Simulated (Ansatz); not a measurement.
# NbRhC2, from a guessed structure to a relaxed one

This structure for NbRhC2 is made up. Its elements were placed in a known structure type with a cell scaled to their sizes. What cell does the guess relax to, and how far off was it?

Main program and level: Ansatz 0.2.0; DFT, PBEsol, plane-wave PAW, default files, scalar-relativistic, no spin, cell and ions relaxed at zero pressure, in the first sound run; inputs show where later runs differ.

### Step 1. Set-up

It takes space group R-3m (No. 166, trigonal). Conventional cell: a = 3.088 Å, b = 3.088 Å, c = 14.673 Å, α = 90.00°, β = 90.00°, γ = 120.00°. Nearest to Rh lie 6 C at 2.15 Å. Nb has 6 C at 2.17 Å nearest. Nearest to C lie 3 Rh at 2.15 Å and 3 Nb at 2.17 Å. Farther neighbours are not listed.

Structure file:

```cif
data_structure
_symmetry_space_group_name_H-M 'P 1'
_symmetry_Int_Tables_number 1
_cell_length_a 5.2058
_cell_length_b 5.2058
_cell_length_c 5.2058
_cell_angle_alpha 34.506
_cell_angle_beta 34.506
_cell_angle_gamma 34.506
_cell_volume 40.39
loop_
_atom_site_label
_atom_site_type_symbol
_atom_site_fract_x
_atom_site_fract_y
_atom_site_fract_z
_atom_site_occupancy
Rh1 Rh 0.50000 0.50000 0.50000 1
Nb2 Nb 0.00000 0.00000 0.00000 1
C3 C 0.24873 0.24873 0.24873 1
C4 C 0.75127 0.75127 0.75127 1
```

### Step 2. Relaxation of the guess

The guess takes its coordinates from another compound and its volume from a rule, so the cell and any free coordinates are relaxed together.

The input, input.yaml:

```yaml
crystal:
  lattice:
    - [1.544, 0.891428816, 4.891]
    - [-1.544, 0.891428816, 4.891]
    - [0.0, -1.782857631, 4.891]
  atoms:
    - { symbol: Rh, position: [0.5, 0.5, 0.5] }
    - { symbol: Nb, position: [0.0, 0.0, 0.0] }
    - { symbol: C, position: [0.248733333, 0.248733333, 0.248733333] }
    - { symbol: C, position: [0.751266667, 0.751266667, 0.751266667] }
kpoints:
  mp_grid: { grid: [10, 10, 10] }
scf:
  occupations: { method: fermi_dirac, width: 0.05 }
hamiltonian:
  xc: pbesol
  pseudopotentials: { kind: paw }
relax:
  f_tol: 0.015
  max_steps: 70
  cell: {}
output:
  forces: true
  stress: true
```

Launch:

```bash
$ ansatz run input.yaml --threads 4 --pin off --max-ram 8192MiB --backend cpu --events-out ev --progress --plain --runs-dir out
```

Numbers of over 12 decimals in the logs are rounded to 6 here.

The program printed:

```text
basis.fft_grid_basis auto: the FFT boxes are laid along the combinations [[1, 0, -1], [0, 1, -1], [0, 0, 1]] of the cell's own vectors, 3.088, 3.088 and 5.206 Å long. The dense box has 24×24×36 points. Along the cell's own vectors, as sized, it would have 36×36×36, 2.25 times as many. Of the 12 symmetry operations that the crystal satisfies within crystal.symmetry.tolerance (time reversal apart; of a slab, those that [...]
Engine: ansatz 0.2.0, x86_64-unknown-linux-gnu
Pseudopotentials: kind: paw
Pseudopotential: Rh, paw, valence charge 17, recommended cutoff 420 eV (normal), Rh.paw.azcp
Pseudopotential: Nb, paw, valence charge 13, recommended cutoff 420 eV (normal), Nb.paw.azcp
Pseudopotential: C, paw, valence charge 4, recommended cutoff 420 eV (normal), C.paw.azcp
Functional definition: PBEsol
  exchange = pbesol_x
  correlation = pbesol_c
Crystal: 4 atoms, lattice volume = 40.391 Å³
Basis set: ecut = 420 eV, 797 PW (Γ), FFT grids on a1−a3, a2−a3, a3, exchange–correlation on 48×48×72 points (8 copies of the dense FFT grid, shifted against one another)
Bands: 23, of which v1, the nominal top of the filled ones, is band 19 counted from 1 (18 counted from 0)
Symmetry: 12 space group operations
Space group: R-3m (ITA 166), of the structure as read, at distance tolerance 3.4e-5 Å
k-points: 116 of 1000
Non-local potential: Rh, projectors of the file, l = 0: 3, l = 1: 2, l = 2: 2, l = 3: 1
Non-local potential: Nb, projectors of the file, l = 0: 3, l = 1: 2, l = 2: 2, l = 3: 1
Non-local potential: C, projectors of the file, l = 0: 2, l = 1: 2, l = 2: 1
PAW form: soft (Blöchl's): semilocal exchange-correlation on the pseudo side does not see the compensation charge
PAW frozen core: Rh, regenerated for the run's functional, and the local potential with it (the file was generated under x = pbe(κ = 0.804, μ = 0.219515), c = pbe(β = 0.066725))
PAW frozen core: Nb, regenerated for the run's functional, and the local potential with it (the file was generated under x = pbe(κ = 0.804, μ = 0.219515), c = pbe(β = 0.066725))
PAW frozen core: C, regenerated for the run's functional, and the local potential with it (the file was generated under x = pbe(κ = 0.804, μ = 0.219515), c = pbe(β = 0.066725))
PAW one-centre angular grid: Rh, 590 points (default); XC on 64 Gauss nodes
PAW one-centre angular grid: Nb, 590 points (default); XC on 64 Gauss nodes
PAW one-centre angular grid: C, 110 points (default); XC on 64 Gauss nodes
Initial density: superposition of atomic densities (neutral atoms: chi_scale 0, normalization atom), corrected by the library's trained network
Initial wavefunctions: pseudopotential atomic-orbital guess
Functional: x = pbesol(κ = 0.804, μ = 0.123457), c = pbesol(β = 0.046)
SCF iter   1: F=—  HF=-11326.891117 eV  |F-HF|=—  |Δ(HF+E_count)|=         —  Δρ=1.63e-2  dr2=1.87e-1  ethr=1.77e-3  ⟨swp⟩=5.8  Hψ=10775  notcnv=0
preconditioner: auto → Kerker (q_TF=auto, 2.701 Å⁻¹)  [metal: Δε(μ)=0.035 eV  Ē_g=7.482 eV  σ=0.050 eV  W_gap=0.17  n_scr=16 (ndim 8)  ℏωp=27.4 eV  f_vac=0.000  D(μ)=0.98/eV (n_scr^D=2)]
SCF iter   2: F=—  HF=-11326.873341 eV  |F-HF|=—  |Δ(HF+E_count)|=   1.78e-2  Δρ=8.39e-3  dr2=5.54e-2  ethr=4.91e-4  ⟨swp⟩=1.1  Hψ=3614  notcnv=0
SCF iter   3: F=—  HF=-11326.865126 eV  |F-HF|=—  |Δ(HF+E_count)|=   8.22e-3  Δρ=1.16e-3  dr2=8.87e-4  ethr=1.46e-4  ⟨swp⟩=2.2  Hψ=3698  notcnv=0
SCF iter   4: F=—  HF=-11326.864921 eV  |F-HF|=—  |Δ(HF+E_count)|=   2.05e-4  Δρ=3.13e-4  dr2=1.31e-4  ethr=2.33e-6  ⟨swp⟩=2.2  Hψ=3935  notcnv=0
SCF iter   5: F=—  HF=-11326.864899 eV  |F-HF|=—  |Δ(HF+E_count)|=   2.23e-5  Δρ=8.98e-5  dr2=4.16e-6  ethr=3.46e-7  ⟨swp⟩=2.3  Hψ=3539  notcnv=0
SCF iter   6: F=—  HF=-11326.864893 eV  |F-HF|=—  |Δ(HF+E_count)|=   5.28e-6  Δρ=1.96e-5  dr2=1.35e-7  ethr=1.09e-8  ⟨swp⟩=2.0  Hψ=3769  notcnv=0
SCF iter   7: F=-11326.864893 eV  HF=-11326.864893 eV  |F-HF|=1.47e-9  |Δ(HF+E_count)|=   1.76e-8  Δρ=4.45e-6  dr2=6.05e-9  ethr=2.63e-10  ⟨swp⟩=4.0  Hψ=8794  notcnv=0
SCF 1 converged in 7 iterations: F = -11326.864893 eV  dr2 = 6.05e-9
  greatest PAW one-centre occupation: 1.000 electrons in one spin orbital (limit 2), on the Rh atom at site 0 (counted from 0), in its partial waves of l = 0
relax step   1: F+E_penalty+E_count = -11326.86489322 eV  Δ(F+E_penalty+E_count) = +0.000e0 eV  max|allowed force component| = 5.102e-1 eV/Å  Δτ_max = 0.0000 Å  P = +10.351 GPa  Ω = 40.391 Å³  (7 SCF iters, dr2 threshold 1.00e-7 eV, accepted)
Crystal: 4 atoms, lattice volume = 41.427 Å³
Basis set: ecut = 420 eV, 831 PW (Γ), FFT grids on a1−a3, a2−a3, a3, exchange–correlation on 48×48×72 points (8 copies of the dense FFT grid, shifted against one another)
Initial density: handed on by an earlier stage of this run
Initial wavefunctions: those handed on with the density
iter 1 solved again at ethr=5.91e-4 eV; its pass at ethr=3.10e-3 eV (dr2=2.25e-1 eV) is discarded
SCF iter   1: F=—  HF=-11327.217714 eV  |F-HF|=—  |Δ(HF+E_count)|=         —  Δρ=1.77e-2  dr2=2.29e-1  ethr=5.91e-4  ⟨swp⟩=1.0  Hψ=17369  notcnv=0
preconditioner: auto → Kerker (q_TF=auto, 2.689 Å⁻¹)  [metal: Δε(μ)=0.053 eV  Ē_g=7.339 eV  σ=0.050 eV  W_gap=0.26  n_scr=14 (ndim 8)  ℏωp=27.1 eV  f_vac=0.000  D(μ)=0.67/eV (n_scr^D=2)]
SCF iter   2: F=—  HF=-11327.196011 eV  |F-HF|=—  |Δ(HF+E_count)|=   2.17e-2  Δρ=8.59e-3  dr2=6.36e-2  ethr=5.91e-4  ⟨swp⟩=1.9  Hψ=2932  notcnv=0
SCF iter   3: F=—  HF=-11327.185875 eV  |F-HF|=—  |Δ(HF+E_count)|=   1.01e-2  Δρ=1.49e-3  dr2=3.03e-3  ethr=1.67e-4  ⟨swp⟩=2.1  Hψ=3508  notcnv=0
SCF iter   4: F=—  HF=-11327.185170 eV  |F-HF|=—  |Δ(HF+E_count)|=   7.05e-4  Δρ=4.91e-4  dr2=1.49e-4  ethr=7.98e-6  ⟨swp⟩=2.0  Hψ=3585  notcnv=0
SCF iter   5: F=—  HF=-11327.185129 eV  |F-HF|=—  |Δ(HF+E_count)|=   4.08e-5  Δρ=1.03e-4  dr2=5.32e-6  ethr=3.91e-7  ⟨swp⟩=2.0  Hψ=3762  notcnv=0
SCF iter   6: F=-11327.185128 eV  HF=-11327.185128 eV  |F-HF|=1.94e-7  |Δ(HF+E_count)|=   7.69e-7  Δρ=2.78e-5  dr2=3.60e-7  ethr=1.05e-9  ⟨swp⟩=4.9  Hψ=10078  notcnv=0
SCF 2 converged in 6 iterations: F = -11327.185128 eV  dr2 = 3.60e-7
relax step   2: F+E_penalty+E_count = -11327.18512820 eV  Δ(F+E_penalty+E_count) = -3.202e-1 eV  max|allowed force component| = 3.810e-1 eV/Å  Δτ_max = 0.0190 Å  P = -1.798 GPa  Ω = 41.427 Å³  energy of the carried Pulay correction = -1.948e-3 eV  (6 SCF iters, dr2 threshold 4.00e-7 eV, accepted)
Crystal: 4 atoms, lattice volume = 41.195 Å³
iter 1 solved again at ethr=7.49e-6 eV; its pass at ethr=3.10e-3 eV (dr2=2.85e-3 eV) is discarded
SCF iter   1: F=—  HF=-11327.207242 eV  |F-HF|=—  |Δ(HF+E_count)|=         —  Δρ=3.69e-3  dr2=2.86e-3  ethr=7.49e-6  ⟨swp⟩=1.9  Hψ=16681  notcnv=0
preconditioner: auto → Kerker (q_TF=auto, 2.692 Å⁻¹)  [metal: Δε(μ)=0.064 eV  Ē_g=7.328 eV  σ=0.050 eV  W_gap=0.30  n_scr=14 (ndim 8)  ℏωp=27.1 eV  f_vac=0.000  D(μ)=0.60/eV (n_scr^D=2)]
SCF iter   2: F=—  HF=-11327.207095 eV  |F-HF|=—  |Δ(HF+E_count)|=   1.47e-4  Δρ=2.03e-3  dr2=1.04e-3  ethr=7.49e-6  ⟨swp⟩=1.0  Hψ=2668  notcnv=0
SCF iter   3: F=—  HF=-11327.206967 eV  |F-HF|=—  |Δ(HF+E_count)|=   1.28e-4  Δρ=2.05e-4  dr2=3.56e-5  ethr=2.74e-6  ⟨swp⟩=2.4  Hψ=3508  notcnv=0
SCF iter   4: F=—  HF=-11327.206957 eV  |F-HF|=—  |Δ(HF+E_count)|=   9.44e-6  Δρ=7.96e-5  dr2=4.25e-6  ethr=9.37e-8  ⟨swp⟩=2.5  Hψ=3882  notcnv=0
iter 5 did not close the SCF: its close was put off for the readings that it lacked (scf_convergence_deferred on its scf_iter line)
SCF iter   5: F=-11327.206956 eV  HF=-11327.206956 eV  |F-HF|=3.15e-8  |Δ(HF+E_count)|=   8.95e-7  Δρ=1.77e-5  dr2=8.69e-8  ethr=1.12e-8  ⟨swp⟩=2.0  Hψ=3687  notcnv=0
SCF iter   6: F=-11327.206956 eV  HF=-11327.206956 eV  |F-HF|=7.54e-9  |Δ(HF+E_count)|=   8.08e-9  Δρ=4.69e-6  dr2=1.33e-8  ethr=2.29e-10  ⟨swp⟩=2.0  Hψ=8133  notcnv=0
SCF 3 converged in 6 iterations: F = -11327.206956 eV  dr2 = 1.33e-8
relax step   3: F+E_penalty+E_count = -11327.20695635 eV  Δ(F+E_penalty+E_count) = -2.183e-2 eV  max|allowed force component| = 2.750e-1 eV/Å  Δτ_max = 0.0118 Å  P = -1.108 GPa  Ω = 41.195 Å³  energy of the carried Pulay correction = -1.517e-3 eV  (6 SCF iters, dr2 threshold 4.00e-7 eV, accepted)
[...]
relax step   4: F+E_penalty+E_count = -11327.21127261 eV  Δ(F+E_penalty+E_count) = -4.316e-3 eV  max|allowed force component| = 9.924e-2 eV/Å  Δτ_max = 0.0096 Å  P = -0.432 GPa  Ω = 41.100 Å³  energy of the carried Pulay correction = -1.339e-3 eV  (6 SCF iters, dr2 threshold 4.00e-7 eV, accepted)
[...]
relax step   5: F+E_penalty+E_count = -11327.21201176 eV  Δ(F+E_penalty+E_count) = -7.392e-4 eV  max|allowed force component| = 8.465e-4 eV/Å  Δτ_max = 0.0055 Å  P = +0.015 GPa  Ω = 41.040 Å³  energy of the carried Pulay correction = -1.227e-3 eV  (6 SCF iters, dr2 threshold 4.00e-7 eV, accepted)
[...]
relax step   6: F+E_penalty+E_count = -11327.21699197 eV  Δ(F+E_penalty+E_count) = -4.980e-3 eV  max|allowed force component| = 1.908e-4 eV/Å  Δτ_max = 0.0000 Å  P = +0.147 GPa  Ω = 41.040 Å³  stress off target by 2.79e-1 GPa  SCF on the basis re-selected at this cell (its energy is not comparable with the rows above)  (6 SCF iters)
[...]
relax step   7: F+E_penalty+E_count = -11327.21701508 eV  Δ(F+E_penalty+E_count) = -2.311e-5 eV  max|allowed force component| = 3.264e-4 eV/Å  Δτ_max = 0.0002 Å  P = -0.008 GPa  Ω = 41.055 Å³  energy of the carried Pulay correction = -2.565e-5 eV  (6 SCF iters, dr2 threshold 1.94e-7 eV, accepted)
iter 1 solved again at ethr=3.51e-8 eV; its pass at ethr=3.10e-3 eV (dr2=1.33e-5 eV) is discarded
SCF iter   1: F=—  HF=-11327.217041 eV  |F-HF|=—  |Δ(HF+E_count)|=         —  Δρ=3.44e-6  dr2=9.09e-10  ethr=3.51e-8  ⟨swp⟩=3.2  Hψ=17775  notcnv=0
eigensolver tolerance schedule: the retry pair's looser diagonalisation over-reported the residual by 14673.75 of it (diagonalisation noise at 0.20 of the residual, at the tolerance the schedule requests for it); recorded, not acted on — ethr = c·dr2/N_el stays at c = 1.0e-1
preconditioner: auto → Kerker (q_TF=auto, 2.693 Å⁻¹)  [metal: Δε(μ)=0.070 eV  Ē_g=7.355 eV  σ=0.050 eV  W_gap=0.31  n_scr=14 (ndim 8)  ℏωp=27.2 eV  f_vac=0.000  D(μ)=0.60/eV (n_scr^D=2)]
SCF iter   2: F=—  HF=-11327.217042 eV  |F-HF|=—  |Δ(HF+E_count)|=   9.31e-7  Δρ=1.79e-6  dr2=3.63e-10  ethr=2.39e-12  ⟨swp⟩=3.3  Hψ=6636  notcnv=0
SCF iter   3: F=—  HF=-11327.217042 eV  |F-HF|=—  |Δ(HF+E_count)|=  2.31e-10  Δρ=7.66e-7  dr2=1.01e-10  ethr=1.00e-12  ⟨swp⟩=1.0  Hψ=2668  notcnv=0
iter 4 did not close the SCF: its close was put off for the readings that it lacked (scf_convergence_deferred on its scf_iter line)
SCF iter   4: F=-11327.217042 eV  HF=-11327.217042 eV  |F-HF|=7.28e-12  |Δ(HF+E_count)|=  4.37e-11  Δρ=9.16e-8  dr2=7.09e-12  ethr=1.00e-12  ⟨swp⟩=1.0  Hψ=2668  notcnv=0
iter 5 did not close the SCF: its close was put off for the readings that it lacked (scf_convergence_deferred on its scf_iter line)
SCF iter   5: F=-11327.217042 eV  HF=-11327.217042 eV  |F-HF|=0.00e0  |Δ(HF+E_count)|=  3.64e-12  Δρ=3.49e-8  dr2=1.13e-12  ethr=1.00e-12  ⟨swp⟩=1.0  Hψ=2668  notcnv=0
iter 6 did not close the SCF: its close was put off for the readings that it lacked (scf_convergence_deferred on its scf_iter line)
SCF iter   6: F=-11327.217042 eV  HF=-11327.217042 eV  |F-HF|=1.82e-12  |Δ(HF+E_count)|=  1.82e-12  Δρ=1.25e-8  dr2=4.50e-14  ethr=1.00e-12  ⟨swp⟩=1.0  Hψ=2668  notcnv=0
iter 7 did not close the SCF: its close was put off for the readings that it lacked (scf_convergence_deferred on its scf_iter line)
SCF iter   7: F=-11327.217042 eV  HF=-11327.217042 eV  |F-HF|=0.00e0  |Δ(HF+E_count)|=  1.82e-12  Δρ=5.92e-9  dr2=1.57e-14  ethr=1.00e-12  ⟨swp⟩=1.0  Hψ=2668  notcnv=0
SCF iter   8: F=-11327.217042 eV  HF=-11327.217042 eV  |F-HF|=0.00e0  |Δ(HF+E_count)|=    0.00e0  Δρ=2.89e-9  dr2=3.05e-15  ethr=1.00e-12  ⟨swp⟩=1.4  Hψ=5863  notcnv=0
SCF 8 converged in 8 iterations: F = -11327.217042 eV  dr2 = 3.05e-15
relax step   8: F+E_penalty+E_count = -11327.21704224 eV  Δ(F+E_penalty+E_count) = -2.716e-5 eV  max|allowed force component| = 3.271e-4 eV/Å  Δτ_max = 0.0000 Å  P = -0.009 GPa  Ω = 41.055 Å³  stress off target by 1.56e-2 GPa  SCF on the basis re-selected at this cell (its energy is not comparable with the rows above)  (8 SCF iters)
basis re-selected at this cell: Δ(F+E_penalty+E_count) = -2.716e-5 eV, ΔP = -0.000 GPa vs the last step (what re-selecting the basis moved, of the pressure what is left beyond the Pulay correction that the steps carried, after the strain that the cell walked since its last selection, with what the two solves' SCF thresholds leave and, on support functions, any second-order correction that the steps lacked; it is no m [...]
SCF converged after 8 iterations
Free energy (F): -11327.217042 eV
Harris-Foulkes:  -11327.217042 eV  (|F-HF|=0.00e0)
Internal energy: -11327.211572 eV  (E = F + TS)
E sigma→0 (E₀):  -11327.214307 eV
Entropy (-TS):   -0.005471 eV (-1.368 meV/atom)
Fermi energy:    19.802709 eV
--- Per-component energies (eV) ---
  E_band       = -112.630296
  E_kinetic    = 1146.876257
  E_local      = -2544.902934  (includes V_loc(G=0)·N_el)
  E_nonlocal   = 527.889123
  E_hartree    = 880.378356
  E_xc         = -492.671106
  E_vxc        = -612.084154  (∫ρ·V_xc dr)
  E_paw        = -6730.236481  (= ΣΔE_a)
  E_vpaw       = -391.166125  (= ΣTr[D̂ρ^β])
  E_aug_tail   = 0.000823  (compensation charges beyond the density's cutoff)
  E_ewald      = -4115.052721
  E_core_change = 0.507110  (= ΣΔE_core)
  E_smearing   = -0.005471  (= −TS)
  E_closure    = 0.000000  (closes the sum)
  Σ components = -11327.217042   (vs F -11327.217042, Δ=0.00e0)
--- Forces (eV/Å), atoms counted from 1 ---
  atom   1  Rh    -0.00000000     0.00000000     0.00000000
  atom   2  Nb     0.00000000     0.00000000     0.00000000
  atom   3  C     -0.00000000     0.00000000     0.00032707
  atom   4  C      0.00000000    -0.00000000    -0.00032707
  max |Σ_I F_I| component: 4.63e-18 eV/Å
--- Stress (GPa, compression-positive) ---
       -0.005224       0.000000       0.000000
        0.000000      -0.005224      -0.000000
        0.000000      -0.000000      -0.015607
  P = ⅓ Tr σ = -0.0087 GPa (-0.087 kbar)
--- Relaxed structure (6 steps of the walk, 6 accepted, 2 SCFs on fresh bases) ---
  F+E_penalty+E_count = -11327.21704224 eV   max|allowed force component| = 3.271e-4 eV/Å   (the final SCF, on the basis selected at the relaxed cell)
  cell:  # Å, volume = 41.0546 Å³
    - [1.612576, 0.931021, 4.557541]
    - [-1.612576, 0.931021, 4.557541]
    - [0, -1.862043, 4.557541]
  atoms:
    - { symbol: Rh, position: [0.500000, 0.500000, 0.500000] }
    - { symbol: Nb, position: [0, 0, 0] }
    - { symbol: C, position: [0.245589, 0.245589, 0.245589] }
    - { symbol: C, position: [0.754411, 0.754411, 0.754411] }
```

Elapsed: 6.6 s, on 4 threads of Intel Xeon 6975P-C (Granite Rapids), shared host; peak memory 0.47 GiB; 22 s of CPU time.

Step by step:

```csv
step,energy less that of the first step (eV),largest force component (eV/Å),pressure (GPa),volume (Å³)
1,0.0000,0.5102,10.35,40.39
2,-0.3202,0.3810,-1.80,41.43
3,-0.3421,0.2750,-1.11,41.20
4,-0.3464,0.0992,-0.43,41.10
5,-0.3471,0.0008,0.02,41.04
6*,-0.3521,0.0002,0.15,41.04
7,-0.3521,0.0003,-0.01,41.05
8*,-0.3521,0.0003,-0.01,41.05
```

Relaxation steps marked * repeat the geometry before them on a plane-wave basis chosen anew for their cell, so energy and pressure can jump there.

The run keeps the 12 symmetry operations that it works with, so distortions that break them were not tested.

```csv
"conventional cell, symmetrised",before,after,change
a (Å),3.088,3.225,+4.4 %
b (Å),3.088,3.225,+4.4 %
c (Å),14.673,13.673,-6.8 %
volume (Å³/atom),10.10,10.26,+1.6 %
```

The atoms that moved most (Å, as changes of fractional coordinates times the final cell):

```csv
atom,dx,dy,dz,length
C3,0.000,0.000,-0.043,0.043
C4,0.000,0.000,0.043,0.043
```

Final coordinates:

```cif
data_structure
_symmetry_space_group_name_H-M 'P 1'
_symmetry_Int_Tables_number 1
_cell_length_a 4.9232
_cell_length_b 4.9232
_cell_length_c 4.9232
_cell_angle_alpha 38.239
_cell_angle_beta 38.239
_cell_angle_gamma 38.239
_cell_volume 41.05
loop_
_atom_site_label
_atom_site_type_symbol
_atom_site_fract_x
_atom_site_fract_y
_atom_site_fract_z
_atom_site_occupancy
Rh1 Rh 0.50000 0.50000 0.50000 1
Nb2 Nb 0.00000 0.00000 0.00000 1
C3 C 0.24559 0.24559 0.24559 1
C4 C 0.75441 0.75441 0.75441 1
```

This step gave:

| Item | Value |
| --- | --- |
| free energy | -11327.2170 eV |
| energy at zero smearing | -11327.2143 eV |
| smearing term TS | 0.005471 eV |
| Fermi energy | 19.80 eV |
| electrons | 38 |
| symmetry operations | 12 |
| pressure | -0.008685 GPa |

Shortest distances by pair of elements, guess and relaxed (not always the same contact):

```csv
pair,guess (Å),relaxed (Å)
C–Rh,2.151,2.152
C–Nb,2.172,2.215
C–C,2.996,2.850
Nb–Rh,3.026,2.943
Rh–Rh,3.088,3.225
```

The relaxation ends with a largest force component of 3.3e-4 eV/Å and a pressure of -0.01 GPa.

(Continued in part 2 of 2.)

[Logs are printed without paths, hosts, clocks, repeated set-up lines and the standing remarks that a program may print on its own settings, such as how far it seeks lower states.]

[Hosts, paths, dates, database ids (printed as entryN), source tags and the programs' standing remarks are cut or masked in the printed files.]
